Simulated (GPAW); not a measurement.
# Ballistic transport through a Li chain with one Ag atom in line, from relaxation to T(E), part 2 of 3

How well does a Li chain with one Ag atom in line conduct once its atoms have relaxed, and how much do cheaper levels lose?

GPAW 26.7.0; GPAW LCAO, PAW setups; relaxation of the junction within the symmetry of its start, lead ends held (the session's first sound run).

So far, transmission at the Fermi level (one spin): step 3 (double-zeta polarised basis) 0.443. Also open channels of the lead at the Fermi level (one spin): step 3 1.

## (4) GPAW, szp: basis = "szp(dzp)"

Level of this step: GPAW LCAO, PAW setups; Landauer transmission from Green's functions with principal layers (ASE), zero bias (GPAW).

One radial function a shell plus polarisation makes the matrices smaller; the question is what that costs.

run.py

```python
import json
import numpy as np
from ase import Atoms
from ase.transport.calculators import TransportCalculator
from gpaw import GPAW, FermiDirac
from gpaw.lcao.tools import get_lcao_hamiltonian
from scipy.linalg import eigh

# The junction with lead layers at both ends, along the third cell vector
device = Atoms(
    ['Li', 'Li', 'Li', 'Li', 'Li', 'Li', 'Ag', 'Li', 'Li', 'Li', 'Li', 'Li', 'Li'],
    positions=[
        [4.50000, 4.50000, 1.47500],
        [4.50000, 4.50000, 4.42500],
        [4.50000, 4.50000, 7.37500],
        [4.50000, 4.50000, 10.32500],
        [4.50000, 4.50000, 13.27500],
        [4.50000, 4.50000, 16.41662],
        [4.50000, 4.50000, 18.94450],
        [4.50000, 4.50000, 21.47238],
        [4.50000, 4.50000, 24.61400],
        [4.50000, 4.50000, 27.56400],
        [4.50000, 4.50000, 30.51400],
        [4.50000, 4.50000, 33.46400],
        [4.50000, 4.50000, 36.41400]],
    cell=[[9.0, 0.0, 0.0], [0.0, 9.0, 0.0], [0.0, 0.0, 37.889]],
    pbc=True)

# One principal layer of the lead: the first 3 atoms of the device
lead = Atoms(
    ['Li', 'Li', 'Li'],
    positions=[
        [4.50000, 4.50000, 1.47500],
        [4.50000, 4.50000, 4.42500],
        [4.50000, 4.50000, 7.37500]],
    cell=[[9.0, 0.0, 0.0], [0.0, 9.0, 0.0], [0.0, 0.0, 8.85]],
    pbc=True)

settings = dict(mode='lcao', basis='szp(dzp)', xc='PBE', h=0.2,
                occupations=FermiDirac(0.1), maxiter=250,
                mixer=dict(beta=0.1, nmaxold=8, weight=100.0),
                convergence=dict(density=0.0001))
energies = np.arange(-2, 2 + 1e-9, 0.025)
eta = 0.0001
n1, n2 = 1, 1
# k and -k transmit alike, so half of the mesh across the current serves
mesh = [(i, j) for i in range(n1) for j in range(n2) if (i, j) <= (-i % n1, -j % n2)]
weights = np.array([1 if (i, j) == (-i % n1, -j % n2) else 2 for i, j in mesh]) / (n1 * n2)


def ground_state(atoms, size, txt):
    atoms.calc = GPAW(kpts={'size': size, 'gamma': True}, symmetry={'tolerance': 1e-3}, txt=txt, **settings)
    atoms.get_potential_energy()
    return atoms.calc.get_fermi_level()


def blocks(atoms, fermi, points, nz, cells):
    """H - E_F S and S between cell 0 and the cells above it, at each point across the current."""
    kz = np.arange(nz) / nz
    calc = atoms.calc.fixed_density(kpts=[(*k, z) for k in points for z in kz], symmetry='off', txt=None)
    H, S = get_lcao_hamiltonian(calc)
    H = (H - fermi * S).reshape(len(H), len(points), nz, *S.shape[1:])
    S = S.reshape(H.shape[1:])
    phases = [np.exp(-2j * np.pi * kz * R) / nz for R in cells]
    return [(np.einsum('skzij,z->ksij', H, p), np.einsum('kzij,z->kij', S, p)) for p in phases]


def pair(a, b):
    return np.block([[a, b], [b.T.conj(), a]])


def count_channels(h, s, cells, nk=240):
    """Half the number of times that the lead's bands cross each energy, unfolded to its shortest repeat."""
    b = len(h) // cells
    bands = []
    for k in (np.arange(nk + 1) + 0.5) / nk:
        hk, sk = h[:b, :b].copy(), s[:b, :b].copy()
        for R in range(1, cells):
            phase, block = np.exp(2j * np.pi * k * R), slice(R * b, (R + 1) * b)
            hk += h[:b, block] * phase + (h[:b, block] * phase).T.conj()
            sk += s[:b, block] * phase + (s[:b, block] * phase).T.conj()
        w, u = eigh(sk)
        x = u[:, w > 1e-5] / w[w > 1e-5]**0.5  # drop near-dependent combinations
        bands.append(np.r_[eigh(x.T.conj() @ hk @ x, eigvals_only=True), [1e9] * (w <= 1e-5).sum()])
    below = np.array(bands)[:, :, None] < energies
    return (below[1:] != below[:-1]).sum((0, 1)) / 2


fermi_lead = ground_state(lead, (1, 1, 13), 'lead.txt')
fermi_device = ground_state(device, (1, 1, 2), 'device.txt')
T, channels, eigen, tail, misfit, shifts = [], [], [], 0.0, 0.0, []
for first in range(0, len(mesh), 657):
    points = [(i / n1, j / n2) for i, j in mesh[first:first + 657]]
    (H0k, S0k), (H1k, S1k), (H2k, _) = blocks(lead, fermi_lead, points, 5, range(3))
    [(Hk, Sk)] = blocks(device, fermi_device, points, 2, [0])
    tail = max(tail, abs(H2k).max())
    for H0, S0, H1, S1, H, S in zip(H0k, S0k, H1k, S1k, Hk, Sk):
        n = len(S0)
        # Shift the lead onto the potential of the device's first layer
        shift = ((H[:, 0, 0] - H0[:, 0, 0]) / S0[0, 0]).real.mean()
        shifts.append(shift)
        misfit = max(misfit, abs(H[:, :n, :n] - H0 - shift * S0).max())
        Tk, Ck, Ek = [], [], []
        for s in range(len(H)):
            t = s % len(H0)  # a lead without moments serves both spins
            h1, s1 = pair(H0[t] + shift * S0, H1[t] + shift * S1), pair(S0, S1)
            leads = dict(h1=h1, s1=s1, energies=energies, eta=eta, eta1=eta, eta2=eta)
            calc = TransportCalculator(h=H[s], s=S, eigenchannels=3, **leads)
            Tk.append(calc.get_transmission())
            Ek.append(np.sort(calc.eigenchannels_ne, axis=0)[::-1])
            Ck.append(count_channels(h1, s1, 6))
        T.append(Tk)
        channels.append(Ck)
        eigen.append(Ek)
T, channels = np.array(T), np.array(channels)
mean, open_channels = np.einsum('kse,k->se', T, weights), np.einsum('kse,k->se', channels, weights)

print(f'basis functions: device {len(S)}, principal layer {n}')
print(f'Fermi level: lead {fermi_lead:.4f} eV, device {fermi_device:.4f} eV; lead shifted by {np.mean(shifts):.4f} eV')
print(f'largest coupling past the next layer {tail:.2e} eV, largest misfit of the first layer {misfit:.3f} eV')
print('  E-E_F (eV)   ' + 'T (one spin)  channels')
for e, t, c in zip(energies, mean.T, open_channels.T):
    print(f'{e:10.3f}  ', *[f'{x:11.4e}' for x in t], *[f'{x:9.4f}' for x in c])

kT = 8.617333e-5 * 300
fine = np.linspace(energies[0], energies[-1], 4001)
both = np.exp(np.interp(fine, energies, np.log(np.maximum(mean.sum(0) * 2 / len(mean), 1e-30))))
fermi = lambda mu: 1 / (1 + np.exp(np.clip((fine - mu) / kT, -200, 200)))
slope = fermi(0) * (1 - fermi(0)) / kT
G = np.trapezoid(both * slope, fine) / 2
seebeck = -np.trapezoid(both * slope * fine, fine) / (2 * G * 300) * 1e6
print(f'conductance at 300 K: {G:.5g} G0 a cell; thermopower {seebeck:.4g} uV/K')
bias = [0.1, 0.2, 0.5, 1.0, 1.5, 2.0]
current = [38.74 * np.trapezoid(both * (fermi(V / 2) - fermi(-V / 2)), fine) for V in bias]
for V, I in zip(bias, current):
    print(f'current from the zero-bias T(E) at {V} V: {I:.5g} uA')
zero = abs(energies).argmin()
json.dump(dict(energies=energies.tolist(), T=mean.tolist(), channels=open_channels.tolist(), G=G, seebeck=seebeck,
               bias=bias, current=current, tail=tail, misfit=misfit, shift=np.mean(shifts), n_device=len(S), n_lead=n,
               fermi=[fermi_lead, fermi_device], energy=device.get_potential_energy(),
               moments=device.get_magnetic_moments().tolist(), mesh=mesh, weights=weights.tolist(),
               T_k=T[:, :, zero].tolist(), eigen=np.array(eigen[0]).tolist()), open('result.json', 'w'))
```

Run with:

```
OMP_NUM_THREADS=1 OPENBLAS_NUM_THREADS=1 python run.py
```

What it wrote:

```text
basis functions: device 63, principal layer 12
Fermi level: lead -2.8434 eV, device -2.8001 eV; lead shifted by 0.0003 eV
largest coupling past the next layer 1.26e-08 eV, largest misfit of the first layer 0.013 eV
  E-E_F (eV)   T (one spin)  channels
    -2.000    3.0155e-21    0.0000
    -1.975    2.9264e-21    0.0000
    -1.950    2.8383e-21    0.0000
    -1.925    2.7512e-21    0.0000
    -1.900    2.6651e-21    0.0000
    -1.875    2.5800e-21    0.0000
    -1.850    2.4961e-21    0.0000
    -1.825    2.4133e-21    0.0000
    -1.800    2.3317e-21    0.0000
    -1.775    2.2514e-21    0.0000
    -1.750    2.1724e-21    0.0000
    -1.725    2.0947e-21    0.0000
    -1.700    2.0183e-21    0.0000
    -1.675    1.9434e-21    0.0000
    -1.650    1.8700e-21    0.0000
    -1.625    1.7981e-21    0.0000
[...]
1.825    8.5500e-01    1.0000
     1.850    8.5862e-01    1.0000
     1.875    8.6210e-01    1.0000
     1.900    8.6540e-01    1.0000
     1.925    8.6851e-01    1.0000
     1.950    8.7138e-01    1.0000
     1.975    8.7399e-01    1.0000
     2.000    8.7628e-01    1.0000
conductance at 300 K: 0.47836 G0 a cell; thermopower -4.317 uV/K
current from the zero-bias T(E) at 0.1 V: 3.7035 uA
current from the zero-bias T(E) at 0.2 V: 7.3901 uA
current from the zero-bias T(E) at 0.5 V: 18.19 uA
current from the zero-bias T(E) at 1.0 V: 34.671 uA
current from the zero-bias T(E) at 1.5 V: 48.735 uA
current from the zero-bias T(E) at 2.0 V: 62 uA
```

The job ended after 27 s (1 thread of Arm Neoverse V2, shared host; peak memory 1.1 GiB).

This step gave:

* conductance: 0.4784 G₀
* thermopower: -4.317 μV/K
* largest coupling past the next principal layer: 1.26e-8 eV
* largest misfit of the first principal layer: 0.01350 eV
* shift that aligns the lead: 2.82e-4 eV
* basis functions of the junction: 63
* basis functions of a principal layer: 12
* transmission at the Fermi level (one spin): 0.4794

One spin. The transmission, zone mean by energy, zero at the Fermi level:

energy (eV), transmission, zone mean and a bar:
```
   -2.000      0.000 
   -1.900      0.000 
   -1.800      0.000 
   -1.700      0.000 
   -1.600      0.000 
   -1.500      0.000 
   -1.400      0.000 
   -1.300      0.000 
   -1.200      0.000 
   -1.100      0.000 
   -1.000      0.000 
   -0.900      0.000 
   -0.800      0.000 
   -0.700      0.044 #
   -0.600      0.121 ####
   -0.500      0.198 #######
   -0.400      0.274 #########
   -0.300      0.342 ############
   -0.200      0.401 ##############
   -0.100      0.447 ###############
    0.000      0.479 ################
    0.100      0.503 #################
    0.200      0.523 ##################
    0.300      0.544 ###################
    0.400      0.566 ###################
    0.500      0.591 ####################
    0.600      0.620 #####################
    0.700      0.643 ######################
    0.800      0.667 #######################
    0.900      0.689 ########################
    1.000      0.709 ########################
    1.100      0.728 #########################
    1.200      0.746 ##########################
    1.300      0.764 ##########################
    1.400      0.782 ###########################
    1.500      0.800 ###########################
    1.600      0.818 ############################
    1.700      0.835 #############################
    1.800      0.851 #############################
    1.900      0.865 ##############################
    2.000      0.876 ##############################
```

Crossings of the lead's bands, unfolded to its shortest repeat. Open channels, zone mean against energy, zero at the Fermi level:

```
energy (eV)  open channels, zone mean
     -0.800                         0
     -0.700                         1
     -0.600                         1
     -0.500                         1
     -0.400                         1
     -0.300                         1
     -0.200                         1
     -0.100                         1
      0.000                         1
      0.100                         1
      0.200                         1
      0.300                         1
      0.400                         1
      0.500                         1
      0.600                         1
      0.700                         1
      0.800                         1
      0.900                         1
      1.000                         1
      1.100                         1
      1.200                         1
      1.300                         1
      1.400                         1
      1.500                         1
      1.600                         1
      1.700                         1
      1.800                         1
      1.900                         1
      2.000                         1
```

Not self-consistent under bias; the bias window is split evenly. Current through one cell, from the zero-bias transmission against bias:

```
bias (V)  current through one cell, from the zero-bias transmission (μA)
   0.100                                                            3.70
   0.200                                                            7.39
   0.500                                                            18.2
   1.000                                                            34.7
   1.500                                                            48.7
   2.000                                                            62.0
```

Transmission of the three most open eigenchannels against energy, zero at the Fermi level:

```
energy (eV)  channel 1  channel 2 = channel 3
     -0.800    1.1e-11                      0
     -0.700     0.0436                      0
     -0.600      0.121                      0
     -0.500      0.198                      0
     -0.400      0.274                      0
     -0.300      0.342                      0
     -0.200      0.401                      0
     -0.100      0.447                      0
      0.000      0.479                      0
      0.100      0.503                      0
      0.200      0.523                      0
      0.300      0.544                      0
      0.400      0.566                      0
      0.500      0.591                      0
      0.600      0.620                      0
      0.700      0.643                      0
      0.800      0.667                      0
      0.900      0.689                      0
      1.000      0.709                      0
      1.100      0.728                      0
      1.200      0.746                      0
      1.300      0.764                      0
      1.400      0.782                      0
      1.500      0.800                      0
      1.600      0.818                      0
      1.700      0.835                      0
      1.800      0.851                      0
      1.900      0.865                      0
      2.000      0.876                      0
```

The conductance, 0.478 G₀, lies 8.2 % above that of the dzp run.

## (5) Minimal basis

The minimal basis is the cheapest rung: no second zeta and no polarisation.

run.py, as its differences from that of step 4:

```diff
@@ -38,3 +38,3 @@
 
-settings = dict(mode='lcao', basis='szp(dzp)', xc='PBE', h=0.2,
+settings = dict(mode='lcao', basis='sz(dzp)', xc='PBE', h=0.2,
                 occupations=FermiDirac(0.1), maxiter=250,
```

What it wrote:

```text
basis functions: device 24, principal layer 3
Fermi level: lead -2.6879 eV, device -2.6602 eV; lead shifted by -0.0013 eV
largest coupling past the next layer 1.25e-08 eV, largest misfit of the first layer 0.003 eV
  E-E_F (eV)   T (one spin)  channels
    -2.000    7.2224e-22    0.0000
    -1.975    6.7359e-22    0.0000
    -1.950    6.2763e-22    0.0000
[...]
1.975    8.5150e-01    1.0000
     2.000    8.4299e-01    1.0000
conductance at 300 K: 0.77623 G0 a cell; thermopower -1.612 uV/K
current from the zero-bias T(E) at 0.1 V: 6.0125 uA
current from the zero-bias T(E) at 0.2 V: 12.014 uA
current from the zero-bias T(E) at 0.5 V: 29.834 uA
current from the zero-bias T(E) at 1.0 V: 58.133 uA
current from the zero-bias T(E) at 1.5 V: 83.774 uA
current from the zero-bias T(E) at 2.0 V: 105.8 uA
```

Run time: 20 s. Hardware: 1 thread; peak memory 1 GiB.

Numbers from this step:

- conductance: 0.7762 G₀
- thermopower: -1.612 μV/K
- largest coupling past the next principal layer: 1.25e-8 eV
- largest misfit of the first principal layer: 0.002549 eV
- shift that aligns the lead: -0.001253 eV
- basis functions of the junction: 24
- basis functions of a principal layer: 3
- transmission at the Fermi level (one spin): 0.7769

One spin. Transmission, zone mean against energy, zero at the Fermi level:

```
energy (eV)  transmission, zone mean
     -2.000                        0
     -1.800                        0
     -1.600                        0
     -1.400                        0
     -1.200                        0
     -1.000                   0.0232
     -0.800                    0.270
     -0.600                    0.446
     -0.400                    0.611
     -0.200                    0.725
      0.000                    0.777
      0.200                    0.805
      0.400                    0.842
      0.600                    0.890
      0.800                    0.940
      1.000                    0.978
      1.200                    0.998
      1.250                    0.999
      1.400                    0.993
      1.600                    0.962
      1.800                    0.909
      2.000                    0.843
```

The conductance, 0.776 G₀, lies 76 % above that of the dzp run.

## (6) RPBE in the dzp basis: xc = "RPBE"

Back in the dzp basis, the functional changes from PBE to RPBE, to set the spread between functionals beside that between bases.

run.py, as its differences from that of step 5:

```diff
@@ -38,3 +38,3 @@
 
-settings = dict(mode='lcao', basis='sz(dzp)', xc='PBE', h=0.2,
+settings = dict(mode='lcao', basis='dzp', xc='RPBE', h=0.2,
                 occupations=FermiDirac(0.1), maxiter=250,
```

What it wrote:

```text
basis functions: device 87, principal layer 15
Fermi level: lead -2.7220 eV, device -2.6984 eV; lead shifted by 0.0006 eV
largest coupling past the next layer 1.35e-08 eV, largest misfit of the first layer 0.015 eV
  E-E_F (eV)   T (one spin)  channels
    -2.000    5.3215e-17    0.0000
    -1.975    5.2680e-17    0.0000
    -1.950    5.2141e-17    0.0000
[...]
1.975    9.2976e-01    1.0000
     2.000    9.4544e-01    1.0000
conductance at 300 K: 0.43241 G0 a cell; thermopower -2.634 uV/K
current from the zero-bias T(E) at 0.1 V: 3.3477 uA
current from the zero-bias T(E) at 0.2 V: 6.6799 uA
current from the zero-bias T(E) at 0.5 V: 16.435 uA
current from the zero-bias T(E) at 1.0 V: 31.197 uA
current from the zero-bias T(E) at 1.5 V: 43.197 uA
current from the zero-bias T(E) at 2.0 V: 53.524 uA
```

The job ended after 28 s (1 thread; peak memory 1.1 GiB).

Numbers from this step:

```yaml
conductance: 0.4324 G₀
thermopower: -2.634 μV/K
largest_coupling_past_the_next_principal_layer: 1.35e-8 eV
largest_misfit_of_the_first_principal_layer: 0.01550 eV
shift_that_aligns_the_lead: 6.24e-4 eV
basis_functions_of_the_junction: 87
basis_functions_of_a_principal_layer: 15
transmission_at_the_fermi_level_one_spin: 0.4333
```

One spin. Table of transmission, zone mean by energy, zero at the Fermi level:

```
energy (eV)  transmission, zone mean
     -2.000                        0
     -1.800                        0
     -1.600                        0
     -1.400                        0
     -1.200                        0
     -1.000                        0
     -0.800                  2.8e-10
     -0.600                    0.141
     -0.400                    0.282
     -0.200                    0.382
      0.000                    0.433
      0.200                    0.453
      0.400                    0.472
      0.600                    0.501
      0.800                    0.521
      1.000                    0.544
      1.200                    0.575
      1.400                    0.624
      1.600                    0.703
      1.800                    0.814
      2.000                    0.945
```

The conductance, 0.432 G₀, lies 2.2 % below that of the dzp run.

## (7) The structure as built: geometry = "as built"

The dzp basis with PBE on the structure as first built shows what the relaxation was worth.

run.py, as its differences from that of step 6:

```diff
@@ -17,5 +17,5 @@
         [4.50000, 4.50000, 13.27500],
-        [4.50000, 4.50000, 16.41662],
+        [4.50000, 4.50000, 16.22500],
         [4.50000, 4.50000, 18.94450],
-        [4.50000, 4.50000, 21.47238],
+        [4.50000, 4.50000, 21.66400],
         [4.50000, 4.50000, 24.61400],
@@ -38,3 +38,3 @@
 
-settings = dict(mode='lcao', basis='dzp', xc='RPBE', h=0.2,
+settings = dict(mode='lcao', basis='dzp', xc='PBE', h=0.2,
                 occupations=FermiDirac(0.1), maxiter=250,
```

What it wrote:

```text
basis functions: device 87, principal layer 15
Fermi level: lead -2.7382 eV, device -2.7515 eV; lead shifted by 0.0005 eV
largest coupling past the next layer 1.28e-08 eV, largest misfit of the first layer 0.016 eV
  E-E_F (eV)   T (one spin)  channels
    -2.000    1.4040e-16    0.0000
    -1.975    1.3916e-16    0.0000
    -1.950    1.3791e-16    0.0000
[...]
1.975    9.9746e-01    1.0000
     2.000    9.9687e-01    1.0000
conductance at 300 K: 0.4155 G0 a cell; thermopower -0.2015 uV/K
current from the zero-bias T(E) at 0.1 V: 3.2173 uA
current from the zero-bias T(E) at 0.2 V: 6.423 uA
current from the zero-bias T(E) at 0.5 V: 15.861 uA
current from the zero-bias T(E) at 1.0 V: 30.452 uA
current from the zero-bias T(E) at 1.5 V: 42.209 uA
current from the zero-bias T(E) at 2.0 V: 51.829 uA
```

It took 27 s on 1 thread; peak memory 1.1 GiB.

Numbers from this step:

| Quantity | Value |
| --- | --- |
| conductance | 0.4155 G₀ |
| largest coupling past the next principal layer | 1.28e-8 eV |
| largest misfit of the first principal layer | 0.01625 eV |
| shift that aligns the lead | 4.76e-4 eV |
| transmission at the Fermi level (one spin) | 0.4162 |

The conductance, 0.415 G₀, lies 6.0 % below that of the dzp run.

## (8) Cost and result by level

Times are for 1 thread of Arm Neoverse V2, shared host. The runs compared:

```
no.       run  conductance (G₀)  time  memory (GiB)
  1       dzp            0.4419  28 s           1.1
  2       szp            0.4784  27 s           1.1
  3        sz            0.7762  20 s           1.0
  4  dzp RPBE            0.4324  28 s           1.1
  5   asbuilt            0.4155  27 s           1.1
```

(Part 2 of 3 ends here.)

[Logs are printed without paths, hosts, clocks, repeated set-up lines and the standing remarks that a program may print on its own settings, such as how far it seeks lower states.]

[Hosts, paths, dates, database ids (printed as entryN), source tags and the programs' standing remarks are cut or masked in the printed files.]
